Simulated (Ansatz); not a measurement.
# BaCeSe3 (model cell, started as cubic perovskite with Ce in the octahedra): following an unstable mode, part 2 of 2

Aim: this structure of BaCeSe3 (model cell, started as cubic perovskite with Ce in the octahedra) is to be tested for unstable modes, and one is followed downhill.

Ansatz 0.2.0; DFT PBEsol, scalar-relativistic, plane waves, PAW; PAW set soft_1.

So far, highest frequency on the path or at a solved wavevector (cm⁻¹): step 2 (response at finite wavevector) 271. Also lowest frequency on the path (cm⁻¹): step 2 -70.3.

The structure was built from a prototype and need not be the compound's stable phase.

### 5. Energy along the mode, all amplitudes (two of the runs are shown above)

An imaginary frequency means negative curvature, so the energy should fall and then rise again as anharmonic terms take over.

Numbers from this step:

```yaml
depth_at_the_lowest_point_sampled: 58.52 meV/atom
largest_atomic_shift_at_that_point: 0.6 Å
```

Energy from the parent against largest atomic shift:

| largest atomic shift (Å) | energy from the parent (meV/atom) |
| --- | --- |
| 0.000 | 0 |
| 0.040 | -0.415 |
| 0.080 | -1.65 |
| 0.140 | -4.97 |
| 0.220 | -11.8 |
| 0.320 | -23.4 |
| 0.450 | -40.6 |
| 0.600 | -58.5 |

Displacement at unit largest shift by atom:

| atom | x (Å) | y (Å) | z (Å) | size |
| --- | --- | --- | --- | --- |
| Ba1 | 0.00 | 0.00 | 0.00 | 0.00 |
| Ba2 | 0.00 | 0.00 | 0.00 | 0.00 |
| Ce3 | 0.00 | 0.00 | 0.00 | 0.00 |
| Ce4 | 0.00 | 0.00 | 0.00 | 0.00 |
| Se5 | 0.00 | -1.00 | 0.00 | 1.00 |
| Se6 | 0.00 | 1.00 | 0.00 | 1.00 |
| Se7 | 0.00 | 0.00 | 1.00 | 1.00 |
| Se8 | 0.00 | 0.00 | -1.00 | 1.00 |
| Se9 | 0.00 | 0.00 | 0.00 | 0.00 |
| Se10 | 0.00 | 0.00 | 0.00 | 0.00 |

The lowest of the steps tried is the last one, at 0.6 Å, 58.5 meV/atom below the parent; the bottom of the well need not coincide with a step.

### 6. Relaxing from the distorted cell

Starting from the lowest point found, all atoms and the cell are let go, so that strain and other modes of the same symmetry can join in.

The input, input.yaml:

```yaml
crystal:
  lattice:
    - [-5.4631095288, 0.0, 0.0]
    - [0.0, -5.4631095288, -5.4631095288]
    - [0.0, -5.4631095288, 5.4631095288]
  atoms:
    - { symbol: Ba, position: [0.0, 0.5, 0.5] }
    - { symbol: Ba, position: [0.0, 0.0, 0.0] }
    - { symbol: Ce, position: [0.5, 1.0, 0.5] }
    - { symbol: Ce, position: [0.5, 0.5, 0.0] }
    - { symbol: Se, position: [0.5, 0.304913781, 0.304913781] }
    - { symbol: Se, position: [0.5, 0.695086219, 0.695086219] }
    - { symbol: Se, position: [0.5, 0.195086219, 0.804913781] }
    - { symbol: Se, position: [0.5, 0.804913781, 0.195086219] }
    - { symbol: Se, position: [0.0, 1.0, 0.5] }
    - { symbol: Se, position: [0.0, 0.5, 0.0] }
kpoints:
  mp_grid: { grid: [6, 4, 4] }
hamiltonian:
  xc: pbesol
  pseudopotentials: { kind: paw, azcp: { folder: soft_1 }, xc_functional: pbe }
scf:
  occupations: { method: fixed }
output:
  forces: true
  stress: true
  eigenvalues: true
relax:
  adjacent_minimum: "off"
  f_tol: 0.002
  max_steps: 120
  cell: { stress_tol: 0.03 }
```

Started as:

```console
$ ansatz run input.yaml --threads 4 --pin off --max-ram 16384MiB --backend cpu --events-out ev --progress --plain --runs-dir out
```

Numbers of over 12 decimals in the logs are rounded to 6 here.

The log of the run:

```text
[...]
Crystal: 10 atoms, lattice volume = 326.099 Å³
Basis set: ecut = 420 eV, 6359 PW (Γ), exchange–correlation on 80×108×108 points (8 copies of the dense FFT grid, shifted against one another)
Bands: 84, of which v1, the nominal top of the filled ones, is band 70 counted from 1 (69 counted from 0)
Symmetry: 16 space group operations
[...]
k-points: 24 of 96
[...]
SCF iter   1: F=—  HF=-57275.442055 eV  |F-HF|=—  |Δ(HF+E_count)|=         —  Δρ=3.52e-1  dr2=6.67e2  ethr=3.10e-3  ⟨swp⟩=4.0  Hψ=6107  notcnv=0  defer=194
[...]
SCF iter  16: F=-57257.946509 eV  HF=-57257.946509 eV  |F-HF|=8.68e-8  |Δ(HF+E_count)|=   2.17e-8  Δρ=4.22e-6  dr2=8.78e-8  ethr=7.14e-11  ⟨swp⟩=11.7  Hψ=10597  notcnv=0
SCF 1 converged in 16 iterations: F = -57257.946509 eV  dr2 = 8.78e-8
[...]
relax step   1: F+E_penalty+E_count = -57257.94650911 eV  Δ(F+E_penalty+E_count) = +0.000e0 eV  max|allowed force component| = 2.418e-1 eV/Å  Δτ_max = 0.0000 Å  P = -1.021 GPa  Ω = 326.099 Å³  (16 SCF iters, dr2 threshold 1.00e-7 eV, accepted)
Crystal: 10 atoms, lattice volume = 315.538 Å³
Basis set: ecut = 420 eV, 6139 PW (Γ), exchange–correlation on 80×108×108 points (8 copies of the dense FFT grid, shifted against one another)
[...]
iter 1 solved again at ethr=1.50e-4 eV; its pass at ethr=3.10e-3 eV (dr2=2.09e-1 eV) is discarded
[...]
SCF iter   9: F=-57258.174807 eV  HF=-57258.174807 eV  |F-HF|=3.13e-8  |Δ(HF+E_count)|=   4.05e-8  Δρ=5.64e-6  dr2=1.48e-7  ethr=7.14e-10  ⟨swp⟩=10.5  Hψ=10864  notcnv=0
the search or the solves at the SCF's close seem to have found levels that the self-consistency loop had missed (the run counts 1). By its estimate they hold under 1e-12 electrons; where the run keeps them, the occupations were computed again with them
SCF 2 converged in 9 iterations: F = -57258.174807 eV  dr2 = 1.48e-7
[...]
relax step   2: F+E_penalty+E_count = -57258.17480679 eV  Δ(F+E_penalty+E_count) = -2.283e-1 eV  max|allowed force component| = 1.818e-1 eV/Å  Δτ_max = 0.1527 Å  P = -0.079 GPa  Ω = 315.538 Å³  energy of the carried Pulay correction = +5.330e-4 eV  (9 SCF iters, dr2 threshold 1.00e-6 eV, accepted)
Crystal: 10 atoms, lattice volume = 313.981 Å³
Basis set: ecut = 420 eV, 6179 PW (Γ), exchange–correlation on 80×108×108 points (8 copies of the dense FFT grid, shifted against one another)
[...]
SCF iter   9: F=-57258.212519 eV  HF=-57258.212520 eV  |F-HF|=3.19e-7  |Δ(HF+E_count)|=   2.81e-6  Δρ=1.29e-5  dr2=5.55e-7  ethr=7.14e-10  ⟨swp⟩=10.2  Hψ=12897  notcnv=0
SCF 3 converged in 9 iterations: F = -57258.212519 eV  dr2 = 5.55e-7
[...]
relax step   3: F+E_penalty+E_count = -57258.21251938 eV  Δ(F+E_penalty+E_count) = -3.771e-2 eV  max|allowed force component| = 1.899e-1 eV/Å  Δτ_max = 0.1955 Å  P = -0.595 GPa  Ω = 313.981 Å³  energy of the carried Pulay correction = +6.130e-4 eV  (9 SCF iters, dr2 threshold 1.00e-6 eV, accepted)
[...]
relax step   4: F+E_penalty+E_count = -57258.23871049 eV  Δ(F+E_penalty+E_count) = -2.619e-2 eV  max|allowed force component| = 2.840e-2 eV/Å  Δτ_max = 0.0672 Å  P = +0.065 GPa  Ω = 311.109 Å³  energy of the carried Pulay correction = +7.617e-4 eV  (8 SCF iters, dr2 threshold 1.00e-6 eV, accepted)
[...]
relax step   5: F+E_penalty+E_count = -57258.23935223 eV  Δ(F+E_penalty+E_count) = -6.417e-4 eV  max|allowed force component| = 1.304e-3 eV/Å  Δτ_max = 0.0076 Å  P = -0.003 GPa  Ω = 311.395 Å³  energy of the carried Pulay correction = +7.468e-4 eV  (7 SCF iters, dr2 threshold 5.04e-8 eV, accepted)
Basis set: ecut = 420 eV, 6163 PW (Γ), exchange–correlation on 80×100×100 points (8 copies of the dense FFT grid, shifted against one another)
[...]
SCF iter   9: F=-57258.238515 eV  HF=-57258.238515 eV  |F-HF|=7.28e-12  |Δ(HF+E_count)|=  7.28e-12  Δρ=3.65e-8  dr2=8.12e-12  ethr=1.00e-12  ⟨swp⟩=10.5  Hψ=10267  notcnv=0
SCF 6 converged in 9 iterations: F = -57258.238515 eV  dr2 = 8.12e-12
relax step   6: F+E_penalty+E_count = -57258.23851531 eV  Δ(F+E_penalty+E_count) = +8.369e-4 eV  max|allowed force component| = 1.297e-3 eV/Å  Δτ_max = 0.0000 Å  P = -0.001 GPa  Ω = 311.395 Å³  stress off target by 1.16e-2 GPa  SCF on the basis re-selected at this cell (its energy is not comparable with the rows above)  (9 SCF iters)
basis re-selected at this cell: Δ(F+E_penalty+E_count) = +8.369e-4 eV, ΔP = +0.002 GPa vs the last step (what re-selecting the basis moved, of the pressure what is left beyond the Pulay correction that the steps carried, after the strain that the cell walked since its last selection, with what the two solves' SCF thresholds leave and, on support functions, any second-order correction that the steps lacked; it is no measure of the basis error at this ecutwfc). The dense FFT grid was sized anew with the basis: this SCF ran on 40×50×50 points, the steps before it on 40×54×54, so part of this shift can come from that change (see relax.cell in the input reference). [rest of the remark cut]
SCF converged after 9 iterations
Free energy (F): -57258.238515 eV
[...]
Internal energy: -57258.238515 eV  (E = F + TS)
E sigma→0 (E₀):  -57258.238515 eV
Fermi energy:    7.591911 eV
[...]
--- Forces (eV/Å), atoms counted from 1 ---
  atom   1  Ba     0.00000000    -0.00000000     0.00000000
  atom   2  Ba    -0.00000000    -0.00000000     0.00000000
  atom   3  Ce    -0.00000000     0.00000000     0.00000000
  atom   4  Ce     0.00000000     0.00000000     0.00000000
  atom   5  Se     0.00000000    -0.00129655    -0.00000000
  atom   6  Se    -0.00000000     0.00129655     0.00000000
  atom   7  Se    -0.00000000     0.00000000     0.00129655
  atom   8  Se     0.00000000    -0.00000000    -0.00129655
  atom   9  Se     0.00000000    -0.00000000    -0.00000000
  atom  10  Se    -0.00000000     0.00000000     0.00000000
  max |Σ_I F_I| component: 4.34e-19 eV/Å
--- Stress (GPa, compression-positive) ---
       -0.011641       0.000000       0.000000
        0.000000       0.004189      -0.000000
        0.000000      -0.000000       0.004189
  P = ⅓ Tr σ = -0.0011 GPa (-0.011 kbar)
--- Band table (eV; the first three rows and the last of 24) ---
  k-point 0: bands = [... 66 lower, 6.7251, 6.9533, 7.2632, 7.2632, 8.3734, 8.3788, 8.4162, 8.4584, ... 10 higher]
  k-point 1: bands = [... 66 lower, 6.7252, 6.9082, 7.1485, 7.2577, 8.3718, 8.3757, 8.4225, 8.4785, ... 10 higher]
  k-point 2: bands = [... 66 lower, 6.8106, 6.8106, 7.3110, 7.3110, 8.3712, 8.3712, 8.4576, 8.4576, ... 10 higher]
  k-point 23: bands = [... 66 lower, 6.8699, 6.8699, 7.1086, 7.1086, 8.3662, 8.3662, 8.3797, 8.3797, ... 10 higher]
--- Relaxed structure (5 steps of the walk, 5 accepted, 1 SCFs on fresh bases) ---
  F+E_penalty+E_count = -57258.23851531 eV   max|allowed force component| = 1.297e-3 eV/Å   (the final SCF, on the basis selected at the relaxed cell)
  cell:  # Å, volume = 311.3952 Å³
    - [-5.603588, 0, 0]
    - [0, -5.271180, -5.271180]
    - [0, -5.271180, 5.271180]
  atoms:
    - { symbol: Ba, position: [0, 0.5, 0.5] }
    - { symbol: Ba, position: [0, 0, 0] }
    - { symbol: Ce, position: [0.5, 1.000000, 0.500000] }
    - { symbol: Ce, position: [0.5, 0.5, 0.0] }
    - { symbol: Se, position: [0.5, 0.331324, 0.331324] }
    - { symbol: Se, position: [0.5, 0.668676, 0.668676] }
    - { symbol: Se, position: [0.5, 0.168676, 0.831324] }
    - { symbol: Se, position: [0.5, 0.831324, 0.168676] }
    - { symbol: Se, position: [0, 1.000000, 0.500000] }
    - { symbol: Se, position: [0, 0.5, 0.0] }
```

Wall time 88 s (4 threads of Arm Neoverse V2, shared host); peak memory 1.2 GiB; 5.7 min of CPU time.

Relaxation path:

| step | energy less that of the first step (eV) | largest force component (eV/Å) | pressure (GPa) | volume (Å³) |
| --- | --- | --- | --- | --- |
| 1 | 0.0000 | 0.2418 | -1.02 | 326.10 |
| 2 | -0.2283 | 0.1818 | -0.08 | 315.54 |
| 3 | -0.2660 | 0.1899 | -0.59 | 313.98 |
| 4 | -0.2922 | 0.0284 | 0.06 | 311.11 |
| 5 | -0.2928 | 0.0013 | 0.00 | 311.40 |
| 6* | -0.2920 | 0.0013 | 0.00 | 311.40 |

Relaxation steps marked * repeat the geometry before them on a plane-wave basis chosen anew for their cell, so energy and pressure can jump there.

Forces are held to the 16 operations that the run works with; a distortion that breaks them can't arise in this run.

| cell as run | before | after | change |
| --- | --- | --- | --- |
| a (Å) | 5.463 | 5.604 | +2.6 % |
| b (Å) | 7.726 | 7.455 | -3.5 % |
| c (Å) | 7.726 | 7.455 | -3.5 % |
| volume (Å³/atom) | 32.61 | 31.14 | -4.5 % |

The atoms that moved most (Å, as changes of fractional coordinates times the final cell):

| atom | dx | dy | dz | length |
| --- | --- | --- | --- | --- |
| Se5 | 0.000 | -0.278 | 0.000 | 0.278 |
| Se8 | 0.000 | 0.000 | -0.278 | 0.278 |
| Se7 | 0.000 | 0.000 | 0.278 | 0.278 |
| Se6 | 0.000 | 0.278 | 0.000 | 0.278 |

This step gave:

| Item | Value |
| --- | --- |
| pressure | -0.001088 GPa |
| gap on the k-mesh | 0.7391 eV |
| volume per atom | 31.14 Å³ |

The distorted start has space group P4/mbm; the relaxation ends in P4/mbm.

### 7. The new phase in its own primitive cell

The relaxed structure is symmetrised, reduced to its primitive cell and relaxed tightly, as its phonons need.

The input, input.yaml:

```yaml
crystal:
  lattice:
    - [7.4545747385, 0.0, 0.0]
    - [0.0, 7.4545747385, 0.0]
    - [0.0, 0.0, 5.6035882833]
  atoms:
    - { symbol: Ba, position: [0.5, 0.0, 0.0] }
    - { symbol: Ba, position: [0.0, 0.5, 0.0] }
    - { symbol: Ce, position: [0.0, 0.0, 0.5] }
    - { symbol: Ce, position: [0.5, 0.5, 0.5] }
    - { symbol: Se, position: [0.3313237858, 0.8313237858, 0.5] }
    - { symbol: Se, position: [0.6686762142, 0.1686762142, 0.5] }
    - { symbol: Se, position: [0.1686762142, 0.3313237858, 0.5] }
    - { symbol: Se, position: [0.8313237858, 0.6686762142, 0.5] }
    - { symbol: Se, position: [0.0, 0.0, 0.0] }
    - { symbol: Se, position: [0.5, 0.5, 0.0] }
kpoints:
  mp_grid: { grid: [4, 4, 6] }
hamiltonian:
  xc: pbesol
  pseudopotentials: { kind: paw, azcp: { folder: soft_1 }, xc_functional: pbe }
scf:
  occupations: { method: fixed }
output:
  forces: true
  stress: true
  eigenvalues: true
relax:
  adjacent_minimum: "off"
  f_tol: 0.001
  max_steps: 60
  cell: { stress_tol: 0.01 }
```

The log of the run:

```text
[...]
Crystal: 10 atoms, lattice volume = 311.395 Å³
Basis set: ecut = 420 eV, 6163 PW (Γ), exchange–correlation on 100×100×80 points (8 copies of the dense FFT grid, shifted against one another)
Bands: 84, of which v1, the nominal top of the filled ones, is band 70 counted from 1 (69 counted from 0)
Symmetry: 16 space group operations
[...]
k-points: 24 of 96
[...]
- { symbol: Ba, position: [0, 0.5, 0.0] }
    - { symbol: Ce, position: [0, 0, 0.500000] }
    - { symbol: Ce, position: [0.5, 0.5, 0.500000] }
    - { symbol: Se, position: [0.331364, 0.831364, 0.500000] }
    - { symbol: Se, position: [0.668636, 0.168636, 0.500000] }
    - { symbol: Se, position: [0.168636, 0.331364, 0.500000] }
    - { symbol: Se, position: [0.831364, 0.668636, 0.500000] }
    - { symbol: Se, position: [0, 0, 0.0] }
    - { symbol: Se, position: [0.5, 0.5, 0.0] }
[key lines of the parts left out:]
SCF converged after 7 iterations
Free energy (F): -57258.238518 eV
Fermi energy:    7.592171 eV
P = ⅓ Tr σ = -0.0007 GPa (-0.007 kbar)
```

Elapsed: 50 s, on 4 threads; peak memory 1.2 GiB.

Little changed from the start: no atom moved by 0.005 Å and no cell edge by 0.1 %.

This step gave:

- pressure: -6.76e-4 GPa
- gap on the k-mesh: 0.7388 eV
- direct gap on mesh: 0.7388 eV

The largest force component left is 0.30 meV/Å and the pressure is -0.001 GPa, within the tolerances set. The cell now holds 31.14 Å³/atom.

### 8. The phases reached

The phases reached along the modes that were followed are set side by side.

Energies are those of the first relaxation, on the mesh of the frozen mode; space group, volume and gap are those of the last relaxation. Phases, by row:

| mode frozen in | space group | energy from parent (meV/atom) | volume (Å³/atom) | gap on mesh (eV) | lowest zone-centre optical mode (cm⁻¹) | largest shift (Å) |
| --- | --- | --- | --- | --- | --- | --- |
| parent | Pm-3m | 0 | 32.61 | 0.693 | – | – |
| q = (-0.5, -0.5, -0.5), 70i cm⁻¹ | I4/mcm | -98.46 | 31.04 | 1.063 | – | 0.867 |
| q = (-0.5, -0.5, -0.5), 70i cm⁻¹ | R-3c | -90.61 | 31.33 | 0.947 | – | 0.676 |
| q = (-0.5, -0.5, -0.5), 70i cm⁻¹ | Imma | -100.4 | 31.36 | 0.83 | – | 0.812 |
| q = (0, -0.5, -0.5), 67i cm⁻¹ | P4/mbm | -87.72 | 31.14 | 0.739 | – | 0.857 |

### 9. What came out

| Property | Result |
| --- | --- |
| unstable mode of the parent | q = (0, -0.5, -0.5), 67i cm⁻¹ |
| depth at the lowest point sampled | 58.5 meV/atom |
| largest atomic shift at that point | 0.6 Å |
| space group reached (within 0.01 Å) | P4/mbm |
| energy gained over the parent (first relaxation, on the mesh of the frozen mode) | 87.7 meV/atom |
| volume per atom, phase reached | 31.1 Å³ |
| gap on the k-mesh, phase reached | 0.739 eV |

**Reading.** Along this mode the structure falls into P4/mbm, 87.7 meV/atom below the parent. At the parent's cell the well is 58.52 meV/atom deep on the steps tried, with its lowest point at a shift of 0.6 Å. That is the last step tried, so the steps alone don't bracket the bottom of the well. Relaxing atoms and cell changes the gain by +29.20 meV/atom against the lowest step (energies at zero smearing). The modes of the phase reached were not computed on this path. Of the 4 patterns followed to their end from this parent, this one ends 12.7 meV/atom above the lowest, Imma. Each path keeps the symmetry of its pattern, so a lower phase may lie along a pattern not tried. The phonon runs are without spin polarisation, although Ce often carries a moment. The 4f shell is treated without a U, so valence and screening may be off. Spin-orbit coupling is left out, which can matter for the heavy elements here. The PAW files were made for PBE and serve the other functionals too. The starting cell was built on a prototype and not taken from a measurement, so the phase need not exist.

[Logs are printed without paths, hosts, clocks, repeated set-up lines and the standing remarks that a program may print on its own settings, such as how far it seeks lower states.]

[Hosts, paths, dates, database ids (printed as entryN), source tags and the programs' standing remarks are cut or masked in the printed files.]
